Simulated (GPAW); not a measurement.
**SnSe2: optical spectrum from first principles**

Wanted: where SnSe2 starts to absorb, how strongly, and its refractive index.

Program: GPAW 26.7.0. Level of theory: DFT, LDA, plane-wave PAW (GPAW data sets), scalar-relativistic, RPA, optical limit. Results are calculated unless marked as measured.

## (1) The structure

Symmetry: P-3m1, No. 164, trigonal system. Conventional cell: a = 3.811 Å, b = 3.811 Å, c = 6.136 Å, α = 90.00°, β = 90.00°, γ = 120.00°. Nearest to Sn lie 6 Se at 2.68 Å. Nearest to Se lie 3 Sn at 2.68 Å. Farther neighbours and most contacts between anions are not listed.

Structure file:

```
Sn Se
1.0
     3.81100    0.00000    0.00000
    -1.90550    3.30042    0.00000
     0.00000    0.00000    6.13600
Sn Se
1 2
Cartesian
  0.0000 0.0000 0.0000
  1.9055 1.1001 4.6081
  0.0000 2.2003 1.5279
```

## (2) Ground state

The self-consistent density comes first; it also tells whether there is a gap, which decides the occupations and the need for a Drude term.

This step: DFT, LDA, plane-wave PAW (GPAW data sets), scalar-relativistic, ground state (GPAW 26.7.0).

gs.py reads:

```python
from ase import Atoms
from ase.dft.bandgap import bandgap
from gpaw import GPAW, PW, FermiDirac

atoms = Atoms(['Sn', 'Se', 'Se'],
              cell=[[3.810999999987, 0.000000000000, 0.000000000000],
                    [-1.905499999994, 3.300422813811, 0.000000000000],
                    [0.000000000000, 0.000000000000, 6.136000000000]],
              scaled_positions=[[0.000000000000, 0.000000000000, 0.000000000000],
                                [0.666666666667, 0.333333333333, 0.751000000000],
                                [0.333333333333, 0.666666666667, 0.249000000000]],
              pbc=[True, True, True])
atoms.calc = GPAW(mode=PW(450), xc='LDA', kpts={'size': (9, 9, 4), 'gamma': True},
                  occupations=FermiDirac(0.05), maxiter=150, txt='gs.txt')
print('energy (eV)', atoms.get_potential_energy())
print('Fermi level (eV)', atoms.calc.get_fermi_level())
print('valence electrons', atoms.calc.get_number_of_electrons())
print('gap (eV)', bandgap(atoms.calc, output=None)[0])
print('direct gap (eV)', bandgap(atoms.calc, direct=True, output=None)[0])
atoms.calc.write('gs.gpw')
```

Command:

```console
$ OMP_NUM_THREADS=1 python gs.py
```

Numbers of over 12 decimals in the logs are rounded to 6 here.

What it wrote:

```text
__  _  _
 | _ |_)|_||  |
 |__||  | ||/\| - 26.7.0

Versions:
  Python: 3.12.14
  ASE:    3.29.0
  Numpy:  2.5.5
  Scipy:  1.18.1
  Libxc:  7.0.0

Input parameters:
  mode=PW(ecut=450.000000),
  kpts=MonkhorstPack(size=(9, 9, 4), gamma=True),
  maxiter=150,
  occupations=Occupations(name='fermi-dirac', width=0.05, fixmagmom=False),
  xc=XC(name='LDA')

Diagonalizing LCAO Hamiltonian
Converting LCAO to pw mode

             Se

         Se

       Sn

Atoms  # Å, Bohr magnetons
|   | symbol |         x |        y |        z |    initial magnetic moments |
| 0 |     Sn |  0.000000 | 0.000000 | 0.000000 | ( 0.0000,  0.0000,  0.0000) |
| 1 |     Se |  1.905500 | 1.100141 | 4.608136 | ( 0.0000,  0.0000,  0.0000) |
| 2 |     Se | -0.000000 | 2.200282 | 1.527864 | ( 0.0000,  0.0000,  0.0000) |

Unit cell  # Å
| periodic |         x |        y |        z |  lengths |     angles |
|      yes |  3.811000 | 0.000000 | 0.000000 | 3.811000 |  90.000000 |
|      yes | -1.905500 | 3.300423 | 0.000000 | 3.811000 |  90.000000 |
|      yes |  0.000000 | 0.000000 | 6.136000 | 6.136000 | 120.000000 |

Number of symmetries: 12
Symmetry operations  # r_c * U_cc + t_c -> r_c
|    | kind |            matrix            |
|  0 |  σ   |  1, 1, 0,  0,-1, 0,  0, 0, 1 |
|  1 |  S6  |  1, 1, 0, -1, 0, 0,  0, 0,-1 |
|  2 |  E   |  1, 0, 0,  0, 1, 0,  0, 0, 1 |
|  3 |  C2  |  1, 0, 0, -1,-1, 0,  0, 0,-1 |
|  4 |  C2  |  0, 1, 0,  1, 0, 0,  0, 0,-1 |
|  5 |  C3  |  0, 1, 0, -1,-1, 0,  0, 0, 1 |
|  6 |  S6  |  0,-1, 0,  1, 1, 0,  0, 0,-1 |
|  7 |  σ   |  0,-1, 0, -1, 0, 0,  0, 0, 1 |
|  8 |  σ   | -1, 0, 0,  1, 1, 0,  0, 0, 1 |
|  9 |  i   | -1, 0, 0,  0,-1, 0,  0, 0,-1 |
| 10 |  C3  | -1,-1, 0,  1, 0, 0,  0, 0, 1 |
| 11 |  C2  | -1,-1, 0,  0, 1, 0,  0, 0,-1 |

BZ-sampling:
  Number of BZ points: 324
  Number of IBZ points: 43

  Monkhorst-Pack size: [9, 9, 4]
  Monkhorst-Pack shift: [0.0, 0.0, 0.125]

K-points  # in reciprocal-cell coordinates
|     |                                coordinates |     weight |
|   0 | (  0.00000000,   0.00000000,   0.00000000) | 0.00308642 |
|   1 | (  0.00000000,   0.00000000,   0.25000000) | 0.00617284 |
|   2 | (  0.00000000,   0.00000000,   0.50000000) | 0.00308642 |
|   3 | (  0.11111111,   0.00000000,  -0.25000000) | 0.01851852 |
|   4 | (  0.11111111,   0.00000000,   0.00000000) | 0.01851852 |
|   5 | (  0.11111111,   0.00000000,   0.25000000) | 0.01851852 |
|   6 | (  0.11111111,   0.00000000,   0.50000000) | 0.01851852 |
|   7 | (  0.22222222,  -0.11111111,   0.00000000) | 0.01851852 |
|   8 | (  0.22222222,  -0.11111111,   0.25000000) | 0.03703704 |
|   9 | (  0.22222222,  -0.11111111,   0.50000000) | 0.01851852 |
| ... |                                            |            |
|  42 | (  0.44444444,   0.44444444,   0.50000000) | 0.01851852 |

Plane wave coefficients: 1701
Cutoff: 450.000000 eV

Spin-components: 1 (collinear spins)
Bands:           17
Projectors:      16
Spin-degeneracy: 2
Datatype:        complex128

Parallelization:
  kpt:    1
  domain: 1
  band:   1

Density:
  Valence electrons: 26.0
  Components: 1
  Grid points: [20 20 32]
  Charge: 0.0  # |e|

Potential:
  Grid points: [20 20 32]

species:
  Sn:
    name:    Tin
    id:
    Z:       50.0
    valence: 14
    core:    36
    charge:  0.0  # [|e|]
    compensation charges:
      type: gauss
      rc: 0.38  # [Å]
      lmax: 2
    cutoffs:
      filter: 2.23  # [Å]
      core: 2.35  # [Å]
    projectors
    | kind |    occ | energy [eV] | rcut [Å] |
    |   5s |  2.000 |     -10.799 |    1.201 |
    |   5p |  2.000 |      -3.869 |    1.270 |
    |   4d | 10.000 |     -25.910 |    1.185 |
    |    s |        |      16.413 |    1.201 |
    |    p |        |      23.342 |    1.270 |
    |    d |        |       1.302 |    1.185 |

    Using partial waves for Sn as LCAO basis

  Se:
    name:    Selenium
    id:
    Z:       34.0
    valence: 6
    core:    28
    charge:  0.0  # [|e|]
    compensation charges:
      type: gauss
      rc: 0.27  # [Å]
      lmax: 2
    cutoffs:
      filter: 1.77  # [Å]
      core: 2.67  # [Å]
    projectors
    | kind |    occ | energy [eV] | rcut [Å] |
    |   4s |  2.000 |     -17.472 |    0.847 |
    |   4p |  4.000 |      -6.656 |    1.005 |
    |    s |        |       9.739 |    0.847 |
    |    p |        |      20.555 |    1.005 |
    |    d |        |       0.000 |    0.847 |

    Using partial waves for Se as LCAO basis

Reference energy: -299899.934092  # eV

eigensolver:
  PPCG
  Converge bands: occupied
  niter=2

density mixing:
  MSR1-Mixer
  Pratt-step length: 0.05
  Maximum mixing coefficient: 0.75
  Old densities: 10
  SVD Regularization: 0.005
  Good broyden scale: 1.0
  Trust region scale: 1.0
  Backstep threshold: 4.0
  History deletion threshold: 6.0
  Fourier metric: weight=20.0, sigma=0.015

occupation numbers:
  Fermi-Dirac:
    width: 0.0500  # eV

poisson solver:
  ecut: 3600.000000  # eV

xc functional:
  name: None

convergence criteria:
- Maximum [total energy] change in last 3 cyles: 0.0005 eV / valence electron
- Maximum integral of absolute [dens]ity change: 0.0001 electrons / valence electron
- Maximum integral of absolute [eigenst]ate change: 4e-08 eV^2 / valence electron
maximum number of iterations: 150

SCF iterations
|iter     |      energy | eigst |  dens |
|iter:   1||  -14.211756 | +0.08 |       |
|iter:   2||  -14.161527 | -2.04 | -1.24 |
|iter:   3||  -13.963742 | -1.93 | -1.28 |
|iter:   4||  -13.952435 | -2.55 | -1.77 |
|iter:   5||  -13.952235c| -3.96 | -2.36 |
|iter:   6||  -13.952020c| -4.35 | -2.69 |
|iter:   7||  -13.952030c| -5.61 | -3.40 |
|iter:   8||  -13.952031c| -6.57 | -4.03c|
|iter:   9||  -13.952031c| -7.39 | -4.81c|
|iter:  10||  -13.952031c| -7.75c| -5.32c|

Converged in 10 steps
SCF loop duration: 15.718 s (1.572 s/step)
Energy contributions relative to reference atoms: (reference = -299899.934092)

Energy contributions:
  Kinetic:          25.754300
  Coulomb:         -23.313974
  Zero:             -0.119719
  External:          0.000000
  Xc:              -16.272599
  Entropy:          -0.000077
  Spinorbit:         0.000000
  ----------------------------
  Free energy:     -13.952069
  Extrapolated:    -13.952031

dipole moment: (-6.404617, -11.093121, -20.623840)  # |e|*Ang

Fermi level: 5.209
Eigenvalues  # (at kpt = [0.000, 0.000, 0.000])
| band index |      eig [eV] | occ [0-2] |
|          0 |       -16.299 |     2.000 |
|        ... |               |           |
|          5 |        -9.206 |     2.000 |
|          6 |        -7.425 |     2.000 |
|          7 |        -1.302 |     2.000 |
|          8 |         4.132 |     2.000 |
|          9 |         4.132 |     2.000 |
|         10 |         4.466 |     2.000 |
|         11 |         4.466 |     2.000 |
|         12 |         4.844 |     1.999 |
|         13 |         5.724 |     0.000 |
|         14 |         7.640 |     0.000 |
|         15 |         9.385 |     0.000 |
|         16 |         9.385 |     0.000 |

Gap: 0.639 eV
Transition (v -> c):
  (s=0, k=7, n=12, [0.22, -0.11, 0.00]) -> (s=0, k=32, n=13, [0.44, 0.00, -0.25])
Direct/indirect transitions are different
Direct gap: 0.880 eV
Transition at: (s=0, k=0, n=12, [0.00, 0.00, 0.00])

--- standard output ---
energy (eV) -13.952031
Fermi level (eV) 5.209138
valence electrons 26.0
gap (eV) 0.639127
direct gap (eV) 0.880232
```

Elapsed: 18 s, on 1 thread of Arm Neoverse V1, shared host; peak memory 0.17 GiB.

Read-outs, printed or worked out from the files:

| Property | Result |
| --- | --- |
| energy | -13.95 eV |
| Fermi energy | 5.209 eV |
| gap on the k-mesh | 0.6391 eV |
| direct gap on the mesh | 0.8802 eV |
| electrons | 26 |

There is a gap, 0.64 eV on this mesh (points off the mesh can give less), so no carriers' term is needed.

## (3) Bands for the response

The response needs many more empty bands than the density does.

This step: DFT, LDA, plane-wave PAW (GPAW data sets), scalar-relativistic, bands at fixed density (GPAW 26.7.0).

nscf.py reads:

```python
from ase.dft.bandgap import bandgap
from gpaw import GPAW, FermiDirac

calc = GPAW('gs.gpw').fixed_density(kpts={'size': (12, 12, 12), 'gamma': True}, nbands=57, convergence={'bands': 51},
                                    occupations=FermiDirac(0.001), txt='nscf.txt')
print('gap (eV)', bandgap(calc, output=None)[0])
print('direct gap (eV)', bandgap(calc, direct=True, output=None)[0])
print('top band over the Fermi level (eV)', min(calc.get_eigenvalues(kpt=k)[50] for k in range(len(calc.get_ibz_k_points()))) - calc.get_fermi_level())
calc.write('full.gpw', mode='all')
```

Command:

```console
$ OMP_NUM_THREADS=1 python nscf.py
```

What it wrote:

```text
Diagonalizing LCAO Hamiltonian
Converting LCAO to pw mode
convergence criteria:
- Maximum integral of absolute [eigenst]ate change: 4e-08 eV^2 / valence electron
maximum number of iterations: 150

SCF iterations
|iter     |      energy | eigst |  dens |
|iter:   1||             | +3.62 |       |
|iter:   2||             | +2.33 |       |
|iter:   3||             | +1.34 |       |
|iter:   4||             | +0.13 |       |
|iter:   5||             | -0.82 |       |
|iter:   6||             | -1.78 |       |
|iter:   7||             | -2.51 |       |
|iter:   8||             | -3.39 |       |
|iter:   9||             | -4.09 |       |
|iter:  10||             | -4.94 |       |
|iter:  11||             | -5.62 |       |
|iter:  12||             | -6.42 |       |
|iter:  13||             | -7.04 |       |
|iter:  14||             | -7.54c|       |
SCF steps: 14
  __  _  _
 | _ |_)|_||  |
 |__||  | ||/\| - 26.7.0

Versions:
  Python: 3.12.14
  ASE:    3.29.0
  Numpy:  2.5.5
  Scipy:  1.18.1
  Libxc:  7.0.0

Input parameters:
  mode=PW(ecut=450.000000),
  convergence={'bands': 51},
  gpts=array([20, 20, 32]),
  kpts=MonkhorstPack(size=(12, 12, 12), gamma=True),
  maxiter=150,
  nbands=57,
  occupations=Occupations(name='fermi-dirac', width=0.001, fixmagmom=False),
  parallel={},
  xc=XC(name='LDA')

--- standard output ---
gap (eV) 0.580630
direct gap (eV) 0.880232
top band over the Fermi level (eV) 29.072281
```

It took 6 min on 1 thread; peak memory 0.52 GiB.

Numbers from this step:

- gap on the k-mesh: 0.5806 eV

(Continued in part 2 of 2.)

[Machine, clock and banner lines and Python warnings are left out of the logs.]

[Logs are printed without paths, hosts, clocks, repeated set-up lines and the standing remarks that a program may print on its own settings, such as how far it seeks lower states.]

[Hosts, paths, dates, database ids (printed as entryN), source tags and the programs' standing remarks are cut or masked in the printed files.]
